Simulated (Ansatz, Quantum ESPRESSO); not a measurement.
# The work function of Cd(0001), 4 layers, one monolayer of N on hcp sites, level by level, part 2 of 6

Wanted: work functions and the surface dipole of Cd(0001), 4 layers, one monolayer of N on hcp sites at several levels, with their cost.

Quantum ESPRESSO 7.5; plane-wave DFT, PBE, GBRV ultrasoft pseudopotentials; geometry and cross-check by Ansatz 0.2.0 with PAW datasets.

So far. Step 2 (Relaxation with Ansatz): The relaxation lowers the energy by 3 meV an atom. Held were the atoms numbered 1 and 2; the forces quoted are those on the free ones.

## 3. Self-consistent run

A dipole correction (tefield, dipfield, eamp = 0) lets each face keep its own vacuum level; its ramp sits in the vacuum at emaxpos, and symmetry is switched off.

Level of this step: plane-wave DFT, PBE, GBRV ultrasoft pseudopotentials (Quantum ESPRESSO 7.5).

scf.in reads:

```
&control
  prefix = 'scf'
  outdir = './out'
  pseudo_dir = './pseudo'
  calculation = 'scf'
  tprnfor = .true.
  tefield = .true.
  dipfield = .true.
/
&system
  ibrav = 0
  nat = 5
  ntyp = 2
  ecutwfc = 40
  ecutrho = 200
  occupations = 'smearing'
  smearing = 'mv'
  degauss = 0.02
  edir = 3
  emaxpos = 0.97
  eopreg = 0.04
  eamp = 0.0
/
&electrons
  conv_thr = 1e-07
  mixing_beta = 0.4
  electron_maxstep = 120
  mixing_mode = 'local-TF'
/
ATOMIC_SPECIES
  Cd  112.4140  cd_pbe_v1.uspp.F.UPF
  N   14.0070  n_pbe_v1.2.uspp.F.UPF
CELL_PARAMETERS angstrom
  2.98000000001292 0.00000000000000 0.00000000000000
  1.49000000000646 2.58075570328881 0.00000000000000
  0.00000000000000 0.00000000000000 27.43042000000000
ATOMIC_POSITIONS crystal
  Cd  0.666666666667 0.666666666667 0.302583773800
  Cd  -0.000000000000 -0.000000000000 0.405029890200
  Cd  0.666666666667 0.666666666667 0.510063202295
  Cd  -0.000000000000 -0.000000000000 0.612021757273
  N   0.666666666667 0.666666666667 0.661318285454
K_POINTS automatic
  12 12 1 0 0 0
```

On the command line:

```sh
OMP_NUM_THREADS=1 mpirun -n 4 pw.x -nk 4 -in scf.in > scf.out
```

What it wrote:

```text
Program PWSCF v.7.5 starts
[citation notice left out]

     Parallel version (MPI & OpenMP), running on       4 processor cores
     Number of MPI processes:                 4
     Threads/MPI process:                     1

     MPI processes distributed on     1 nodes
[...]
Current dimensions of program PWSCF are:
     Max number of different atomic species (ntypx) = 10
     Max number of k-points (npk) =  40000
     Max angular momentum in pseudopotentials (lmaxx) =  4
     Presently no symmetry can be used with electric field

     K-points division:     npool     =       4
     Subspace diagonalization in iterative solution of the eigenvalue problem:
     a serial algorithm will be used

     G-vector sticks info
     --------------------
     sticks:   dense  smooth     PW     G-vecs:    dense   smooth      PW
     Sum         433     349    121                67997    48665    9673

     Using Slab Decomposition

     bravais-lattice index     =            0
     lattice parameter (alat)  =       5.6314  a.u.
     unit-cell volume          =    1423.6139 (a.u.)^3
     number of atoms/cell      =            5
     number of atomic types    =            2
     number of electrons       =        53.00
     number of Kohn-Sham states=           32
     kinetic-energy cutoff     =      40.0000  Ry
     charge density cutoff     =     200.0000  Ry
     scf convergence threshold =      1.0E-07
     mixing beta               =       0.4000
     number of iterations used =            8  local-TF  mixing
     Exchange-correlation= SLA  PW   PBE  PBE
                           (   1   4   3   4   0   0   0)

     celldm(1)=   5.631384  celldm(2)=   0.000000  celldm(3)=   0.000000
     celldm(4)=   0.000000  celldm(5)=   0.000000  celldm(6)=   0.000000

     crystal axes: (cart. coord. in units of alat)
               a(1) = (   1.000000   0.000000   0.000000 )
               a(2) = (   0.500000   0.866025   0.000000 )
               a(3) = (   0.000000   0.000000   9.204839 )

     reciprocal axes: (cart. coord. in units 2 pi/alat)
               b(1) = (  1.000000 -0.577350  0.000000 )
               b(2) = (  0.000000  1.154701  0.000000 )
               b(3) = (  0.000000  0.000000  0.108639 )

     PseudoPot. # 1 for Cd read from file:
     ./pseudo/cd_pbe_v1.uspp.F.UPF
     Pseudo is Ultrasoft + core correction, Zval = 12.0
     Generated by new atomic code, or converted to UPF format
     Using radial grid of  889 points,  6 beta functions with:
                l(1) =   0
                l(2) =   0
                l(3) =   1
                l(4) =   1
                l(5) =   2
                l(6) =   2
     Q(r) pseudized with  6 coefficients,  rinner =    1.000   1.000   1.000
                                                       1.000   1.000

     PseudoPot. # 2 for N  read from file:
     ./pseudo/n_pbe_v1.2.uspp.F.UPF
     Pseudo is Ultrasoft + core correction, Zval =  5.0
     Generated by new atomic code, or converted to UPF format
     Using radial grid of  729 points,  4 beta functions with:
                l(1) =   0
                l(2) =   0
                l(3) =   1
                l(4) =   1
     Q(r) pseudized with  8 coefficients,  rinner =    0.900   0.900   0.900

     atomic species   valence    mass     pseudopotential
     Cd               12.00   112.41400     Cd( 1.00)
     N                 5.00    14.00700     N ( 1.00)

     No symmetry found

   Cartesian axes

     site n.     atom                  positions (alat units)
         1        Cd     tau(   1) = (   1.0000000   0.5773503   2.7852349  )
         2        Cd     tau(   2) = (   0.0000000   0.0000000   3.7282349  )
         3        Cd     tau(   3) = (   1.0000000   0.5773503   4.6950496  )
         4        Cd     tau(   4) = (   0.0000000   0.0000000   5.6335617  )
         5        N      tau(   5) = (   1.0000000   0.5773503   6.0873283  )

     number of k points=    74  Marzari-Vanderbilt smearing, width (Ry)=  0.0200
                       cart. coord. in units 2pi/alat
        k(    1) = (   0.0000000   0.0000000   0.0000000), wk =   0.0138889
        k(    2) = (   0.0000000   0.0962250   0.0000000), wk =   0.0277778
        k(    3) = (   0.0000000   0.1924501   0.0000000), wk =   0.0277778
        k(    4) = (   0.0000000   0.2886751   0.0000000), wk =   0.0277778
        k(    5) = (   0.0000000   0.3849002   0.0000000), wk =   0.0277778
        k(    6) = (   0.0000000   0.4811252   0.0000000), wk =   0.0277778
        k(    7) = (   0.0000000  -0.5773503   0.0000000), wk =   0.0138889
        k(    8) = (   0.0833333  -0.0481125   0.0000000), wk =   0.0277778
        k(    9) = (   0.0833333   0.0481125   0.0000000), wk =   0.0277778
        k(   10) = (   0.0833333   0.1443376   0.0000000), wk =   0.0277778
[...]
k(   74) = (  -0.5000000  -0.2886751   0.0000000), wk =   0.0138889

     Dense  grid:    67997 G-vectors     FFT dimensions: (  25,  25, 240)

     Smooth grid:    48665 G-vectors     FFT dimensions: (  24,  24, 216)

     Estimated max dynamical RAM per process >     160.97 MB

     Estimated total dynamical RAM >     594.06 MB

     Check: negative core charge=   -0.000001

     Initial potential from superposition of free atoms

     starting charge      50.9998, renormalised to      53.0000

     negative rho (up, down):  8.985E-02 0.000E+00

     Adding external electric field

     Computed dipole along edir(3) :
        Dipole               -2.0724 Ry au,         -5.2676 Debye
        Dipole field         -0.0183 Ry au,

        Potential amp.        1.8207 Ry
        Total length         49.7625 bohr

     Starting wfcs are   40 randomized atomic wfcs

     total cpu time spent up to now is        3.5 secs

     per-process dynamical memory:   104.4 Mb

     Self-consistent Calculation

     iteration #  1     ecut=    40.00 Ry     beta= 0.40
     Davidson diagonalization with overlap
     ethr =  1.00E-02,  avg # of iterations =  8.5

     negative rho (up, down):  3.335E-01 0.000E+00

     Adding external electric field

     Computed dipole along edir(3) :
        Dipole                9.1094 Ry au,         23.1538 Debye
        Dipole field          0.0804 Ry au,

        Potential amp.       -8.0028 Ry
        Total length         49.7625 bohr

     total cpu time spent up to now is       16.0 secs

     total energy              =    -411.56005710 Ry
     estimated scf accuracy    <    1520.52560933 Ry

     iteration #  2     ecut=    40.00 Ry     beta= 0.40
[...]
Dipole                0.3396 Ry au,          0.8632 Debye
[...]
total energy              =    -478.86543208 Ry
     estimated scf accuracy    <       0.53253683 Ry

     iteration # 14     ecut=    40.00 Ry     beta= 0.40
[...]
negative rho (up, down):  1.437E-01 0.000E+00

[...]
Dipole                0.3894 Ry au,          0.9897 Debye
[...]
total energy              =    -478.88621316 Ry
     estimated scf accuracy    <       1.22806893 Ry

[...]
iteration # 28     ecut=    40.00 Ry     beta= 0.40
[...]
negative rho (up, down):  9.292E-02 0.000E+00

[...]
Dipole               -0.3065 Ry au,         -0.7791 Debye
[...]
total energy              =    -478.71886112 Ry
     estimated scf accuracy    <       0.00545220 Ry

     iteration # 29     ecut=    40.00 Ry     beta= 0.40
[...]
negative rho (up, down):  9.040E-02 0.000E+00

[...]
Dipole               -0.3065 Ry au,         -0.7790 Debye
[...]
total energy              =    -478.71887800 Ry
     estimated scf accuracy    <       0.00011200 Ry

     iteration # 30     ecut=    40.00 Ry     beta= 0.40
[...]
negative rho (up, down):  8.973E-02 0.000E+00

[...]
Dipole               -0.3096 Ry au,         -0.7870 Debye
[...]
total energy              =    -478.71887816 Ry
     estimated scf accuracy    <       0.00012536 Ry

     iteration # 31     ecut=    40.00 Ry     beta= 0.40
[...]
negative rho (up, down):  8.900E-02 0.000E+00

[...]
Dipole               -0.3130 Ry au,         -0.7957 Debye
[...]
total energy              =    -478.71889787 Ry
     estimated scf accuracy    <       0.00001509 Ry

     iteration # 32     ecut=    40.00 Ry     beta= 0.40
[...]
negative rho (up, down):  8.843E-02 0.000E+00

[...]
Dipole               -0.3143 Ry au,         -0.7989 Debye
[...]
total energy              =    -478.71889765 Ry
     estimated scf accuracy    <       0.00000284 Ry

     iteration # 33     ecut=    40.00 Ry     beta= 0.40
[...]
negative rho (up, down):  8.828E-02 0.000E+00

[...]
Dipole               -0.3151 Ry au,         -0.8010 Debye
[...]
total energy              =    -478.71889796 Ry
     estimated scf accuracy    <       0.00000316 Ry

     iteration # 34     ecut=    40.00 Ry     beta= 0.40
[...]
negative rho (up, down):  8.819E-02 0.000E+00

[...]
Dipole               -0.3162 Ry au,         -0.8038 Debye
[...]
total energy              =    -478.71889770 Ry
     estimated scf accuracy    <       0.00001016 Ry

     iteration # 35     ecut=    40.00 Ry     beta= 0.40
[...]
negative rho (up, down):  8.819E-02 0.000E+00

[...]
Dipole               -0.3157 Ry au,         -0.8025 Debye
[...]
End of self-consistent calculation

          k = 0.0000 0.0000 0.0000 (  6081 PWs)   bands (ev):

   -12.6197  -8.1451  -8.0402  -7.8629  -7.5717  -7.5717  -7.5317  -7.5317
    -7.4589  -7.3456  -7.3456  -7.1544  -7.1544  -6.9850  -6.9850  -6.8827
    -6.8827  -6.7554  -6.7148  -6.7148  -6.3954  -6.3954  -5.7309  -4.0040
    -1.9639   0.0266   1.8744   2.5041   2.5041   4.2855   5.3180   6.4832

          k = 0.0000 0.0962 0.0000 (  6101 PWs)   bands (ev):

   -12.5585  -8.0746  -7.9706  -7.7946  -7.6002  -7.5572  -7.5095  -7.4700
    -7.4009  -7.3720  -7.2846  -7.1839  -7.0944  -7.0452  -6.9986  -6.9765
    -6.8912  -6.8211  -6.7212  -6.6316  -6.4082  -6.4070  -5.5129  -3.8203
    -1.8427   0.1731   2.0064   2.2200   2.4570   4.4606   5.4884   6.6555

          k = 0.0000 0.1925 0.0000 (  6106 PWs)   bands (ev):

   -12.3930  -7.9578  -7.8600  -7.6856  -7.6383  -7.5766  -7.4012  -7.3534
    -7.3361  -7.2986  -7.2523  -7.1559  -7.1230  -7.0678  -7.0467  -6.9772
    -6.9282  -6.8967  -6.7387  -6.6570  -6.4348  -5.9992  -4.9655  -3.3149
    -1.5197   0.5897   1.4903   2.3248   2.5087   4.9375   5.9778   7.1479

          k = 0.0000 0.2887 0.0000 (  6122 PWs)   bands (ev):

   -12.1730  -8.0138  -7.9200  -7.7401  -7.5965  -7.5861  -7.4408  -7.3786
    -7.3482  -7.1466  -7.1308  -7.0922  -7.0918  -7.0512  -6.9573  -6.8633
    -6.8465  -6.7615  -6.7179  -6.6174  -6.4137  -5.1189  -4.1092  -2.5474
    -1.0905   0.5653   1.4690   2.1346   3.2451   5.6694   6.7545   7.8842

          k = 0.0000 0.3849 0.0000 (  6062 PWs)   bands (ev):

   -11.9635  -8.1437  -8.0547  -7.8747  -7.7610  -7.6783  -7.5547  -7.4258
    -7.2504  -7.1782  -7.0479  -7.0225  -6.9306  -6.8310  -6.8027  -6.7569
    -6.7104  -6.6656  -6.5909  -6.3693  -6.2296  -3.8215  -2.9272  -1.6805
    -0.7173   0.2797   1.9301   2.3714   4.2090   5.1411   6.0711   6.5604

          k = 0.0000 0.4811 0.0000 (  6084 PWs)   bands (ev):

   -11.8196  -8.2472  -8.1597  -7.9814  -7.8900  -7.7799  -7.6433  -7.5044
    -7.2179  -7.1489  -7.0476  -6.9312  -6.8189  -6.7775  -6.6935  -6.6099
    -6.6017  -6.5750  -6.3921  -6.1040  -6.0245  -2.2504  -1.8411  -1.0515
    -0.0303   0.8149   1.7690   2.6503   3.3781   3.5186   5.0112   5.4833

[...]
the Fermi energy is     1.6073 ev

!    total energy              =    -478.71889788 Ry
     estimated scf accuracy    <       0.00000004 Ry
     smearing contrib. (-TS)   =      -0.00013790 Ry
     internal energy E=F+TS    =    -478.71875998 Ry

     The total energy is F=E-TS. E is the sum of the following terms:
     one-electron contribution =   -3604.16145003 Ry
     hartree contribution      =    1836.23500508 Ry
     xc contribution           =    -162.60946916 Ry
     ewald contribution        =    1451.81627421 Ry
     electric field correction =       0.00087994 Ry

     convergence has been achieved in  35 iterations

     negative rho (up, down):  8.819E-02 0.000E+00

     Forces acting on atoms (cartesian axes, Ry/au):

     atom    1 type  1   force =    -0.00000130   -0.00000096   -0.00430888
     atom    2 type  1   force =    -0.00000051    0.00000124    0.00425678
     atom    3 type  1   force =     0.00000144    0.00000209    0.00004601
     atom    4 type  1   force =     0.00000049   -0.00000198   -0.00523651
     atom    5 type  2   force =    -0.00000013   -0.00000039    0.00524258

     Total force =     0.009570     Total SCF correction =     0.000854

[...]
=------------------------------------------------------------------------------=
   JOB DONE.
=------------------------------------------------------------------------------=
[key lines of the parts left out:]
Dipole field         -0.0028 Ry au,
```

The job ended after 6.1 min (4 MPI ranks of Arm Neoverse V1, shared host; peak memory 0.74 GiB; 24 min of CPU time).

Numbers from this step:

```
free energy             : -6513.3024 eV
Fermi energy            : 1.607 eV
dipole along the normal : -0.1671 e·Å
```

The program's own clock; routines nest. Time by routine:

| routine | wall time (s) | calls |
| --- | --- | --- |
| PWSCF | 366 | 1 |
| electrons | 361.7 | 1 |
| c_bands | 306.1 | 35 |
| cegterg | 278.6 | 665 |
| h_psi | 211.2 | 3703 |
| fftw | 193.1 | 159748 |
| vloc_psi | 181.2 | 3703 |
| sum_band | 38.15 | 35 |
| calbec | 19.43 | 4444 |
| h_psi:calbec | 14.68 | 3703 |
| add_vuspsi | 14.67 | 3703 |
| s_psi | 14.52 | 3703 |
| mix_rho | 12.16 | 35 |
| ffts | 7.88 | 3725 |

The run needed 35 iterations to bring the estimated error under 1e-07 Ry; the largest force on any atom, held or free, is 0.13 eV/Å.

## 4. Potential by pp.x

plot_num = 11 writes the bare and Hartree potential. It leaves out exchange and correlation, which fade slowly, so it flattens close to the surface.

pot.in reads:

```
&inputpp
  prefix = 'scf'
  outdir = './out'
  filplot = 'pot.dat'
  plot_num = 11
/
```

On the command line:

```sh
OMP_NUM_THREADS=1 mpirun -n 4 pp.x -in pot.in > pot.out
```

What it wrote:

```text
[banner, memory and clock lines left out]
Program POST-PROC v.7.5 starts

          URL

     ./out/scf.save/

     IMPORTANT: XC functional enforced from input :
     Exchange-correlation= PBE
                           (   1   4   3   4   0   0   0)
     Any further DFT definition will be discarded
     Please, verify this is what you really want

     Check: negative core charge=   -0.000001

     negative rho (up, down):  8.819E-02 0.000E+00

     Adding external electric field

     Computed dipole along edir(3) :
        Dipole               -0.3157 Ry au,         -0.8025 Debye
        Dipole field         -0.0028 Ry au,

        Potential amp.        0.2774 Ry
        Total length         49.7625 bohr

     Calling punch_plot, plot_num =  11

     Adding external electric field

     Computed dipole along edir(3) :
        Dipole               -0.3157 Ry au,         -0.8025 Debye
        Dipole field         -0.0028 Ry au,

        Potential amp.        0.2774 Ry
        Total length         49.7625 bohr

     Writing data to file  pot.dat
     Message from routine chdens:
     namelist plot not found or invalid, exiting
```

It took 0.93 s on 4 MPI ranks; peak memory 0.09 GiB; 3.4 s of CPU time.

This step gave:

| Quantity | Value |
| --- | --- |
| work function of the upper face | 7.781 eV |
| slope of the potential above | 8.45e-6 eV/Å |
| upper vacuum line continued to the top atoms, over the Fermi level | 7.781 eV |
| work function of the lower face | 3.850 eV |
| slope of the potential below | -2.01e-4 eV/Å |
| lower vacuum line continued to the bottom atoms, over the Fermi level | 3.849 eV |

The potential energy, planar mean oscillates, so the rows of the table below give means over windows of 1 Å about each position, cut where the curve ends. Its maxima inside the range that stand out by 2 % of the span (Å: eV): 9.7: 1.26, 12.6: 1.48, 15.4: 1.21, 17.7: -4.80, 24.6: 7.78. Its minima: 8.3: -13.8, 11.1: -14.0, 13.9: -14.0, 16.8: -13.6, 18.1: -7.94.

Electrostatic potential energy of an electron, with the sawtooth; zero at the Fermi level. The potential energy, planar mean by z; means over each step:

| z (Å) | potential energy, planar mean (eV) |
| --- | --- |
| 0 | 4.13 |
| 1 | 3.85 |
| 2 | 3.85 |
| 3 | 3.85 |
| 4 | 3.85 |
| 5 | 3.83 |
| 6 | 3.66 |
| 7 | 1.36 |
| 8 | -10.5 |
| 9 | -5.62 |
| 10 | -0.951 |
| 11 | -12.0 |
| 12 | -3.17 |
| 13 | -2.00 |
| 14 | -12.2 |
| 15 | -1.89 |
| 16 | -4.45 |
| 17 | -11.1 |
| 18 | -5.59 |
| 19 | 5.51 |
| 20 | 7.71 |
| 21 | 7.78 |
| 22 | 7.78 |
| 23 | 7.78 |
| 24 | 7.78 |
| 25 | 7.78 |
| 26 | 7.78 |
| 27 | 6.67 |

Electrostatic potential energy in the ca plane at fractional y = 0.667, with atoms of Cd and N within 0.2 Å of it. With pseudopotentials it is smooth inside the atoms' cores, unlike the true potential.

Ten even steps from '0' (-38 eV) to '9' (8 eV), each cell a mean:
```
88877778886322478887777668999999999999999999
78888888874100168888886104899999999999999999
78888888873000158888885002899999999999999999
78888888874100268888886115999999999999999999
88876778887433578887677778999999999999999999
88765568888777788875457899999999999999999999
88754467888888888875457899999999999999999999
88765568888766788875567899999999999999999999
```
Columns run along c (16.0 Å, from fractional 0.35 to 0.93 of the cell; values clipped at the 3rd and 97th percentile), rows up along a (3.0 Å). Atoms in or near the plane, at fractional coordinates: Cd at (0.51, 0.67), N at (0.66, 0.67).

The vacuum is flat to 0.2 meV/Å, so its level is well defined. Inside the slab the curve depends on the local part of the pseudopotentials; only the vacuum level has a meaning of its own.

## 5. Macroscopic average

A running mean over one period damps the atomic wiggles and leaves the mean of this pseudopotential's potential.

avg.in reads:

```
1
pot.dat
1.0
390
3
5.3103949719
```

On the command line:

```sh
OMP_NUM_THREADS=1 average.x < avg.in > avg.out
```

What it wrote:

```text
[banner, memory and clock lines left out]
Program AVERAGE v.7.5 starts

          URL

     Reading header from file  pot.dat
     Reading data from file  pot.dat
     Output written to file avg.dat

[...]
```

Elapsed: 0.52 s, on 1 MPI rank; peak memory 0.1 GiB.

The potential energy (planar mean) oscillates, so the rows of the table below give means over windows of 1 Å about each position, cut where the curve ends. Its maxima inside the range that stand out by 2 % of the span (Å: eV): 9.7: 1.26, 12.5: 1.47, 15.4: 1.22, 17.7: -4.71, 26.4: 7.79. Its minima: 8.3: -13.8, 11.1: -14.0, 14.0: -14.1, 16.7: -13.6, 18.1: -7.98.

Electrostatic potential energy of an electron, with the sawtooth; zero at the Fermi level; window 2.8101 Å. The potential energy by z; means over each step:

| z (Å) | planar mean (eV) | running mean (eV) |
| --- | --- | --- |
| 0 | 4.13 | 5.06 |
| 1 | 3.85 | 4.18 |
| 2 | 3.85 | 3.85 |
| 3 | 3.85 | 3.85 |
| 4 | 3.85 | 3.84 |
| 5 | 3.83 | 3.78 |
| 6 | 3.66 | 2.96 |
| 7 | 1.39 | -1.50 |
| 8 | -10.5 | -5.38 |
| 9 | -5.61 | -5.72 |
| 10 | -0.929 | -5.67 |
| 11 | -12.0 | -5.95 |
| 12 | -3.15 | -5.51 |
| 13 | -1.98 | -5.45 |
| 14 | -12.3 | -5.97 |
| 15 | -1.87 | -5.78 |
| 16 | -4.43 | -5.77 |
| 17 | -11.2 | -7.28 |
| 18 | -5.62 | -3.75 |
| 19 | 5.55 | 2.64 |
| 20 | 7.71 | 6.97 |
| 21 | 7.78 | 7.76 |
| 22 | 7.78 | 7.78 |
| 23 | 7.78 | 7.78 |
| 24 | 7.78 | 7.78 |
| 25 | 7.78 | 7.78 |
| 26 | 7.78 | 7.35 |
| 27 | 6.60 | 6.14 |

Where the running mean is not flat inside, average.x's window, rounded to the grid, doesn't match the spacings there.

(Part 2 of 6 ends here.)

[Logs are printed without paths, hosts, clocks, repeated set-up lines and the standing remarks that a program may print on its own settings, such as how far it seeks lower states.]

[Hosts, paths, dates, database ids (printed as entryN), source tags and the programs' standing remarks are cut or masked in the printed files.]

[Maps of the electrostatic potential energy from Ansatz leave out the sawtooth potential of an applied field or a dipole correction, so their vacuum need not be flat; planar profiles and work functions include it.]
